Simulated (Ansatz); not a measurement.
# linear Os chain under tension and compression, part 2 of 3

Does stretching change the magnetism or the channel count of the linear Os chain?

Ansatz 0.2.0; DFT PBEsol, plane waves, PAW; relaxation of a chain's period (the session's first sound run).

So far. Step 2 (Relaxation of atoms and period): The cell's length comes to 2.223 Å with no moment. That is -17 % against the start, more than a small adjustment.

### 3. At a set period, period over the relaxed period 0.88, k-mesh 1×1×41

This step: DFT PBEsol, plane waves, PAW; channels and complex bands of a perfect chain (Ansatz 0.2.0).

The period is set to 0.88 times the relaxed one: shorter bonds widen the bands.

The cell differs from the one that the last finished run ended in (c 2.223 → 1.956 Å).

Contents of input.yaml:

```yaml
crystal:
  lattice:
    - [7.5, 0.0, 0.0]
    - [0.0, 7.5, 0.0]
    - [0.0, 0.0, 1.9558583223]
  atoms:
    - { symbol: Os, position: [0.5, 0.5, 0.0], spin: 1.5 }
magnetization:
  spin_polarized: true
kpoints:
  mp_grid: { grid: [1, 1, 41] }
scf:
  occupations: { method: fermi_dirac, width: 0.05 }
hamiltonian:
  xc: pbesol
output:
  transmission:
    e_range: [-2, 2]
    de: 0.035
    kmesh: [1, 1]
    reduced_basis: true
    leads: [[0, 0]]
  stress: true
```

Run with:

```bash
$ ansatz run input.yaml --threads 4 --pin off --max-ram 8192MiB --backend cpu --events-out ev --progress --plain --runs-dir out
```

Numbers of over 12 decimals in the logs are rounded to 6 here.

What it wrote:

```text
[...]
Crystal: 1 atoms, lattice volume = 110.017 Å³
Basis set: ecut = 420 eV, 2119 PW (Γ)
Bands: 13, of which v1, the nominal top of the filled ones, is band 8 counted from 1 (7 counted from 0)
Symmetry: 16 space group operations
[...]
k-points: 21 of 41
[...]
Starting moments: Σ|m| = 1.5 μB on 1 of 1 site
[...]
SCF iter   1: F=—  HF=-11241.991803 eV  |F-HF|=—  |Δ(HF+E_count)|=         —  Δρ=2.70e-2 (↑2.08e-2 ↓2.70e-2)  dr2=5.45e-1  dr2_m=4.91e-1  M=0.234 μB ∫|m|=0.235 μB  β_m=0.30  ethr=3.10e-3  ⟨swp⟩=6.7  Hψ=3392  notcnv=0
[...]
SCF iter  12: F=-11244.043277 eV  HF=-11244.043277 eV  |F-HF|=0.00e0  |Δ(HF+E_count)|=  2.73e-11  Δρ=1.40e-8 (↑1.40e-8 ↓1.01e-8)  dr2=2.07e-13  dr2_m=4.29e-14  M=-0.000 μB ∫|m|=0.000 μB  ethr=1.00e-12  ⟨swp⟩=2.9  Hψ=1642  notcnv=0
SCF 1 converged in 12 iterations: F = -11244.043277 eV  dr2 = 2.07e-13
[...]
transmission: 6 of 36 steps passed
transmission: 9 of 36 steps passed
[...]
transmission: 36 of 36 steps passed
SCF converged after 12 iterations
Magnetization: -0.0000 μB (8.0000 up, 8.0000 down)
Absolute magnetization: 0.0000 μB (∫|ρ↑−ρ↓|, with the PAW one-centre terms)
[...]
Per-site moments (μB) at R_I (Å): [(-7.819406643582871e-8, 0.806792)]
Free energy (F): -11244.043277 eV
[...]
Internal energy: -11244.031581 eV  (E = F + TS)
E sigma→0 (E₀):  -11244.037429 eV
Entropy (-TS):   -0.011696 eV (-11.696 meV/atom)
Fermi energy:    -0.947331 eV
[...]
--- Stress (GPa, compression-positive) ---
       -0.126250       0.000000       0.000000
        0.000000      -0.126250       0.000000
        0.000000       0.000000      39.869308
  P = ⅓ Tr σ = 13.2056 GPa (132.056 kbar)
--- Band table (eV; the first three rows and the last of 42) ---
  k-point 0 ↑: bands = [... 4 lower, -10.4709, -4.7229, -3.8716, -3.8651, 1.0504, 1.0504, 3.4396, 4.8361, ... 1 higher]
  k-point 1 ↑: bands = [... 4 lower, -10.3564, -4.6992, -3.8553, -3.8488, 1.0245, 1.0245, 3.4629, 4.8586, ... 1 higher]
  k-point 2 ↑: bands = [... 4 lower, -10.0168, -4.6279, -3.8065, -3.8002, 0.9343, 0.9343, 3.5330, 4.7117, ... 1 higher]
  k-point 20 ↓: bands = [... 4 lower, -8.5350, -8.5350, -0.1905, -0.1897, 1.6070, 6.4317, 10.8087, 10.8087, ... 1 higher]
--- Transmission ---
  basis      : 497 plane waves across, 3 finite elements along
  points     : 1, standing for a mesh of 1 x 1
  filling    : by the input's occupations and mesh, since the crystals that have channels conduct as metals do. If one of these is a semiconductor, that mesh has misplaced its level
  energies   : 115 from -2.000000 to 1.990000 eV about the Fermi level, 0.035000 eV apart; the leads are filled to 0.000000 eV, and channels, transmission and decay are at -0.005000 eV
  crystal 0  : Os1, at the sites [0, 0], period 1.9559 Å: whole cells are its period
    offset         : up to 0.0000 Å between an atom of the period and one for which it stands
    filled         : 47.7 meV over the level at which it is neutral
    channels       : 6.000000e0 up, 6.000000e0 down
    conductance    : 8.2646e14 S/m² at 300 K; may be off by some 0.0 % by where its bands' edges are placed, 0.0 % from the distance to neutral
```

The job ended after 26 s (4 threads of Arm Neoverse V1, shared host; peak memory 0.47 GiB; 79 s of CPU time).

In the SCF lines HF is the Harris–Foulkes energy and dr2 the Hartree energy of the density residual, in eV; the loop may stop once dr2 is under the threshold and the program's other checks hold. Hψ counts applications of the Hamiltonian.

This step gave:

- energy at zero smearing: -11244.0374 eV
- channels at the energy nearest the Fermi level, spin up: 6
- channels at the energy nearest the Fermi level, spin down: 6
- conductance of the lead as this run defines it: 6.000 G₀
- band gap: 0 eV

Open channels of the lead against energy, zero at the Fermi level:

| energy (eV) | spin up | spin down |
| --- | --- | --- |
| -2.00 | 6 | 6 |
| -1.90 | 6 | 6 |
| -1.79 | 6 | 6 |
| -1.69 | 6 | 6 |
| -1.58 | 6 | 6 |
| -1.48 | 6 | 6 |
| -1.37 | 6 | 6 |
| -1.23 | 6 | 6 |
| -1.12 | 6 | 6 |
| -1.02 | 6 | 6 |
| -0.92 | 6 | 6 |
| -0.81 | 6 | 6 |
| -0.70 | 6 | 6 |
| -0.60 | 6 | 6 |
| -0.49 | 6 | 6 |
| -0.39 | 6 | 6 |
| -0.28 | 6 | 6 |
| -0.18 | 6 | 6 |
| -0.07 | 6 | 6 |
| -0.01 | 6 | 6 |
| 0.07 | 6 | 6 |
| 0.17 | 6 | 6 |
| 0.28 | 6 | 6 |
| 0.38 | 6 | 6 |
| 0.48 | 6 | 6 |
| 0.59 | 6 | 6 |
| 0.69 | 6 | 6 |
| 0.80 | 4 | 4 |
| 0.91 | 4 | 4 |
| 1.01 | 4 | 4 |
| 1.11 | 4 | 4 |
| 1.22 | 4 | 4 |
| 1.36 | 4 | 4 |
| 1.47 | 4 | 4 |
| 1.57 | 4 | 4 |
| 1.68 | 4 | 4 |
| 1.78 | 4 | 4 |
| 1.89 | 4 | 4 |
| 1.99 | 4 | 4 |

At the computed energy nearest the Fermi level there are 6 spin-up and 6 spin-down channels, and the thermal average gives 6.00 G₀.

### 4. At a set period, period over the relaxed period 0.92, k-mesh 1×1×40

The period is set to 0.92 times the relaxed one: shorter bonds widen the bands.

The cell differs from the one that the last finished run ended in (c 1.956 → 2.045 Å).

Edit input.yaml of step 3 so:

```diff
@@ -4,3 +4,3 @@
     - [0.0, 7.5, 0.0]
-    - [0.0, 0.0, 1.9558583223]
+    - [0.0, 0.0, 2.0447609733]
   atoms:
@@ -10,3 +10,3 @@
 kpoints:
-  mp_grid: { grid: [1, 1, 41] }
+  mp_grid: { grid: [1, 1, 40] }
 scf:
```

What it wrote:

```text
[...]
Crystal: 1 atoms, lattice volume = 115.018 Å³
Basis set: ecut = 420 eV, 2239 PW (Γ)
Bands: 13, of which v1, the nominal top of the filled ones, is band 8 counted from 1 (7 counted from 0)
Symmetry: 16 space group operations
[...]
k-points: 21 of 40
[...]
Starting moments: Σ|m| = 1.5 μB on 1 of 1 site
[...]
--- Transmission ---
  basis      : 497 plane waves across, 3 finite elements along
  points     : 1, standing for a mesh of 1 x 1
[...]
crystal 0  : Os1, at the sites [0, 0], period 2.0448 Å: whole cells are its period
[...]
filled         : 0.1 meV over the level at which it is neutral
    channels       : 6.000000e0 up, 6.000000e0 down
[...]
[key lines of the parts left out:]
SCF converged after 10 iterations
Magnetization: 0.0000 μB (8.0000 up, 8.0000 down)
Free energy (F): -11244.991449 eV
Fermi energy:    -1.381368 eV
P = ⅓ Tr σ = 7.3334 GPa (73.334 kbar)
```

Wall time 25 s (4 threads); peak memory 0.45 GiB.

At the computed energy nearest the Fermi level there are 6 spin-up and 6 spin-down channels, and the thermal average gives 6.00 G₀.

### 5. At a set period, period over the relaxed period 0.96, k-mesh 1×1×38

The period is set to 0.96 times the relaxed one: shorter bonds widen the bands.

The cell differs from the one that the last finished run ended in (c 2.045 → 2.134 Å).

Edit input.yaml of step 4 so:

```diff
@@ -4,3 +4,3 @@
     - [0.0, 7.5, 0.0]
-    - [0.0, 0.0, 2.0447609733]
+    - [0.0, 0.0, 2.1336636243]
   atoms:
@@ -10,3 +10,3 @@
 kpoints:
-  mp_grid: { grid: [1, 1, 40] }
+  mp_grid: { grid: [1, 1, 38] }
 scf:
```

What it wrote:

```text
[...]
Crystal: 1 atoms, lattice volume = 120.019 Å³
Basis set: ecut = 420 eV, 2351 PW (Γ)
Bands: 13, of which v1, the nominal top of the filled ones, is band 8 counted from 1 (7 counted from 0)
Symmetry: 16 space group operations
[...]
k-points: 20 of 38
[...]
Starting moments: Σ|m| = 1.5 μB on 1 of 1 site
[...]
--- Transmission ---
  basis      : 497 plane waves across, 3 finite elements along
  points     : 1, standing for a mesh of 1 x 1
[...]
crystal 0  : Os1, at the sites [0, 0], period 2.1337 Å: whole cells are its period
[...]
filled         : 8.1 meV under the level at which it is neutral
    channels       : 6.000000e0 up, 6.000000e0 down
[...]
[key lines of the parts left out:]
SCF converged after 11 iterations
Magnetization: -0.0000 μB (8.0000 up, 8.0000 down)
Free energy (F): -11245.440342 eV
Fermi energy:    -1.694814 eV
P = ⅓ Tr σ = 2.9653 GPa (29.653 kbar)
```

The job ended after 22 s (4 threads; peak memory 0.44 GiB; 68 s of CPU time).

At the computed energy nearest the Fermi level there are 6 spin-up and 6 spin-down channels, and the thermal average gives 6.00 G₀.

### 6. The chain at a fixed length, period over the relaxed period 1, k-mesh 1×1×36

The period is set to 1.0 times the relaxed one, as the point of reference.

Edit input.yaml of step 5 so:

```diff
@@ -4,3 +4,3 @@
     - [0.0, 7.5, 0.0]
-    - [0.0, 0.0, 2.1336636243]
+    - [0.0, 0.0, 2.2225662754]
   atoms:
@@ -10,3 +10,3 @@
 kpoints:
-  mp_grid: { grid: [1, 1, 38] }
+  mp_grid: { grid: [1, 1, 36] }
 scf:
```

What it wrote:

```text
[...]
Crystal: 1 atoms, lattice volume = 125.019 Å³
Basis set: ecut = 420 eV, 2463 PW (Γ)
Bands: 13, of which v1, the nominal top of the filled ones, is band 8 counted from 1 (7 counted from 0)
Symmetry: 16 space group operations
[...]
k-points: 19 of 36
[...]
Starting moments: Σ|m| = 1.5 μB on 1 of 1 site
[...]
--- Transmission ---
  basis      : 497 plane waves across, 3 finite elements along
  points     : 1, standing for a mesh of 1 x 1
[...]
crystal 0  : Os1, at the sites [0, 0], period 2.2226 Å: whole cells are its period
[...]
filled         : 27.2 meV under the level at which it is neutral
    channels       : 6.000000e0 up, 6.000000e0 down
[...]
[key lines of the parts left out:]
SCF converged after 12 iterations
Magnetization: -0.0000 μB (8.0000 up, 8.0000 down)
Free energy (F): -11245.559791 eV
Fermi energy:    -1.962268 eV
P = ⅓ Tr σ = -0.0357 GPa (-0.357 kbar)
```

Wall time 20 s (4 threads); peak memory 0.43 GiB.

Open channels of the lead against energy, zero at the Fermi level:

| energy (eV) | spin up | spin down |
| --- | --- | --- |
| -2.000 | 4 | 4 |
| -1.790 | 4 | 4 |
| -1.615 | 4 | 4 |
| -1.405 | 6 | 6 |
| -1.195 | 6 | 6 |
| -0.985 | 6 | 6 |
| -0.810 | 6 | 6 |
| -0.600 | 6 | 6 |
| -0.390 | 6 | 6 |
| -0.215 | 6 | 6 |
| -0.005 | 6 | 6 |
| 0.205 | 6 | 6 |
| 0.415 | 6 | 6 |
| 0.590 | 4 | 4 |
| 0.800 | 4 | 4 |
| 1.010 | 4 | 4 |
| 1.185 | 4 | 4 |
| 1.395 | 4 | 4 |
| 1.605 | 3 | 3 |
| 1.815 | 3 | 3 |

At the computed energy nearest the Fermi level there are 6 spin-up and 6 spin-down channels, and the thermal average gives 6.00 G₀.

### 7. The chain at a fixed length, period over the relaxed period 1.04, k-mesh 1×1×35

The period is set to 1.04 times the relaxed one: longer bonds narrow the bands.

The cell differs from the one that the last finished run ended in (c 2.223 → 2.311 Å).

Edit input.yaml of step 6 so:

```diff
@@ -4,3 +4,3 @@
     - [0.0, 7.5, 0.0]
-    - [0.0, 0.0, 2.2225662754]
+    - [0.0, 0.0, 2.3114689264]
   atoms:
@@ -10,3 +10,3 @@
 kpoints:
-  mp_grid: { grid: [1, 1, 36] }
+  mp_grid: { grid: [1, 1, 35] }
 scf:
```

What it wrote:

```text
[...]
Crystal: 1 atoms, lattice volume = 130.020 Å³
Basis set: ecut = 420 eV, 2527 PW (Γ)
Bands: 13, of which v1, the nominal top of the filled ones, is band 8 counted from 1 (7 counted from 0)
Symmetry: 16 space group operations
[...]
k-points: 18 of 35
[...]
Starting moments: Σ|m| = 1.5 μB on 1 of 1 site
[...]
--- Transmission ---
  basis      : 497 plane waves across, 3 finite elements along
  points     : 1, standing for a mesh of 1 x 1
[...]
crystal 0  : Os1, at the sites [0, 0], period 2.3115 Å: whole cells are its period
[...]
filled         : 36.1 meV under the level at which it is neutral
    channels       : 6.000000e0 up, 6.000000e0 down
[...]
[key lines of the parts left out:]
SCF converged after 12 iterations
Magnetization: -0.0001 μB (8.0000 up, 8.0000 down)
Free energy (F): -11245.465002 eV
Fermi energy:    -2.196882 eV
P = ⅓ Tr σ = -1.9248 GPa (-19.248 kbar)
```

Wall time 24 s (4 threads); peak memory 0.45 GiB; 75 s of CPU time.

At the computed energy nearest the Fermi level there are 6 spin-up and 6 spin-down channels, and the thermal average gives 6.00 G₀. The change of length costs 0.096 eV a cell and leaves no moment.

### 8. The chain at a fixed length, period over the relaxed period 1.08, k-mesh 1×1×34

The period is set to 1.08 times the relaxed one: longer bonds narrow the bands.

The cell differs from the one that the last finished run ended in (c 2.311 → 2.400 Å).

Edit input.yaml of step 7 so:

```diff
@@ -4,3 +4,3 @@
     - [0.0, 7.5, 0.0]
-    - [0.0, 0.0, 2.3114689264]
+    - [0.0, 0.0, 2.4003715774]
   atoms:
@@ -10,3 +10,3 @@
 kpoints:
-  mp_grid: { grid: [1, 1, 35] }
+  mp_grid: { grid: [1, 1, 34] }
 scf:
```

What it wrote:

```text
[...]
Crystal: 1 atoms, lattice volume = 135.021 Å³
Basis set: ecut = 420 eV, 2617 PW (Γ)
Bands: 13, of which v1, the nominal top of the filled ones, is band 8 counted from 1 (7 counted from 0)
Symmetry: 16 space group operations
[...]
k-points: 18 of 34
[...]
Starting moments: Σ|m| = 1.5 μB on 1 of 1 site
[...]
--- Transmission ---
  basis      : 497 plane waves across, 3 finite elements along
  points     : 1, standing for a mesh of 1 x 1
[...]
crystal 0  : Os1, at the sites [0, 0], period 2.4004 Å: whole cells are its period
[...]
filled         : 2.3 meV under the level at which it is neutral
    channels       : 4.000000e0 up, 6.000000e0 down
[...]
[key lines of the parts left out:]
SCF converged after 11 iterations
Magnetization: 1.6240 μB (8.8120 up, 7.1880 down)
Free energy (F): -11245.288232 eV
Fermi energy:    -2.233122 eV
P = ⅓ Tr σ = -2.3317 GPa (-23.317 kbar)
```

The job ended after 17 s (4 threads; peak memory 0.42 GiB).

At the computed energy nearest the Fermi level there are 4 spin-up and 6 spin-down channels, and the thermal average gives 5.00 G₀. The change of length costs 0.271 eV a cell and leaves an absolute moment of 1.63 μB a cell.

For the conductance of the lead as this run defines it, step 3 gave 6.00 G₀; this run, with period over the relaxed period 1.08 and k-mesh 1×1×34, gives 5.00 G₀ (-17 %).

### 9. The chain at a fixed length, period over the relaxed period 1.13, k-mesh 1×1×32

The period is set to 1.13 times the relaxed one: longer bonds narrow the bands.

The cell differs from the one that the last finished run ended in (c 2.400 → 2.511 Å).

Edit input.yaml of step 8 so:

```diff
@@ -4,3 +4,3 @@
     - [0.0, 7.5, 0.0]
-    - [0.0, 0.0, 2.4003715774]
+    - [0.0, 0.0, 2.5114998912]
   atoms:
@@ -10,3 +10,3 @@
 kpoints:
-  mp_grid: { grid: [1, 1, 34] }
+  mp_grid: { grid: [1, 1, 32] }
 scf:
```

What it wrote:

```text
[...]
Crystal: 1 atoms, lattice volume = 141.272 Å³
Basis set: ecut = 420 eV, 2769 PW (Γ)
Bands: 13, of which v1, the nominal top of the filled ones, is band 8 counted from 1 (7 counted from 0)
Symmetry: 16 space group operations
[...]
k-points: 17 of 32
[...]
Starting moments: Σ|m| = 1.5 μB on 1 of 1 site
[...]
--- Transmission ---
  basis      : 497 plane waves across, 4 finite elements along
  points     : 1, standing for a mesh of 1 x 1
[...]
crystal 0  : Os1, at the sites [0, 0], period 2.5115 Å: whole cells are its period
[...]
filled         : 20.1 meV over the level at which it is neutral
    channels       : 3.000000e0 up, 6.000000e0 down
[...]
[key lines of the parts left out:]
SCF converged after 11 iterations
Magnetization: 2.2053 μB (9.1027 up, 6.8973 down)
Free energy (F): -11244.981920 eV
Fermi energy:    -2.283485 eV
P = ⅓ Tr σ = -2.7598 GPa (-27.598 kbar)
```

Wall time 26 s (4 threads); peak memory 0.47 GiB.

The open channels of the lead by energy, zero at the Fermi level:

| energy (eV) | spin up | spin down |
| --- | --- | --- |
| -2.000 | 4 | 3 |
| -1.790 | 6 | 3 |
| -1.615 | 6 | 3 |
| -1.405 | 6 | 3 |
| -1.195 | 6 | 3 |
| -0.985 | 6 | 4 |
| -0.810 | 6 | 4 |
| -0.600 | 4 | 4 |
| -0.390 | 4 | 4 |
| -0.215 | 4 | 5 |
| -0.005 | 3 | 6 |
| 0.205 | 3 | 6 |
| 0.415 | 3 | 6 |
| 0.590 | 3 | 6 |
| 0.800 | 3 | 6 |
| 1.010 | 3 | 4 |
| 1.185 | 3 | 4 |
| 1.395 | 3 | 4 |
| 1.605 | 1 | 3 |
| 1.815 | 1 | 3 |

At the computed energy nearest the Fermi level there are 3 spin-up and 6 spin-down channels, and the thermal average gives 4.53 G₀. The change of length costs 0.580 eV a cell and leaves an absolute moment of 2.21 μB a cell.

For the conductance of the lead as this run defines it, step 3 gave 6.00 G₀; this run, with period over the relaxed period 1.13 and k-mesh 1×1×32, gives 4.53 G₀ (-25 %).

### 10. The chain at a fixed length, period over the relaxed period 1.2, k-mesh 1×1×30

The period is set to 1.2 times the relaxed one: longer bonds narrow the bands.

The cell differs from the one that the last finished run ended in (c 2.511 → 2.667 Å).

Edit input.yaml of step 9 so:

```diff
@@ -4,3 +4,3 @@
     - [0.0, 7.5, 0.0]
-    - [0.0, 0.0, 2.5114998912]
+    - [0.0, 0.0, 2.6670795304]
   atoms:
@@ -10,3 +10,3 @@
 kpoints:
-  mp_grid: { grid: [1, 1, 32] }
+  mp_grid: { grid: [1, 1, 30] }
 scf:
```

What it wrote:

```text
[...]
Crystal: 1 atoms, lattice volume = 150.023 Å³
Basis set: ecut = 420 eV, 3009 PW (Γ)
Bands: 13, of which v1, the nominal top of the filled ones, is band 8 counted from 1 (7 counted from 0)
Symmetry: 16 space group operations
[...]
k-points: 16 of 30
[...]
Starting moments: Σ|m| = 1.5 μB on 1 of 1 site
[...]
--- Transmission ---
  basis      : 497 plane waves across, 4 finite elements along
  points     : 1, standing for a mesh of 1 x 1
[...]
crystal 0  : Os1, at the sites [0, 0], period 2.6671 Å: whole cells are its period
[...]
filled         : 8.6 meV under the level at which it is neutral
    channels       : 3.000000e0 up, 6.000000e0 down
[...]
[key lines of the parts left out:]
SCF converged after 14 iterations
Magnetization: 2.5526 μB (9.2763 up, 6.7237 down)
Free energy (F): -11244.501814 eV
Fermi energy:    -2.279205 eV
P = ⅓ Tr σ = -3.1304 GPa (-31.304 kbar)
```

It took 28 s on 4 threads; peak memory 0.47 GiB.

At the computed energy nearest the Fermi level there are 3 spin-up and 6 spin-down channels, and the thermal average gives 4.29 G₀. The change of length costs 1.063 eV a cell and leaves an absolute moment of 2.56 μB a cell.

For the conductance of the lead as this run defines it, step 3 gave 6.00 G₀; this run, with period over the relaxed period 1.2 and k-mesh 1×1×30, gives 4.29 G₀ (-29 %).

[end of part 2 of 3]

[Logs are printed without paths, hosts, clocks, repeated set-up lines and the standing remarks that a program may print on its own settings, such as how far it seeks lower states.]

[Hosts, paths, dates, database ids (printed as entryN), source tags and the programs' standing remarks are cut or masked in the printed files.]
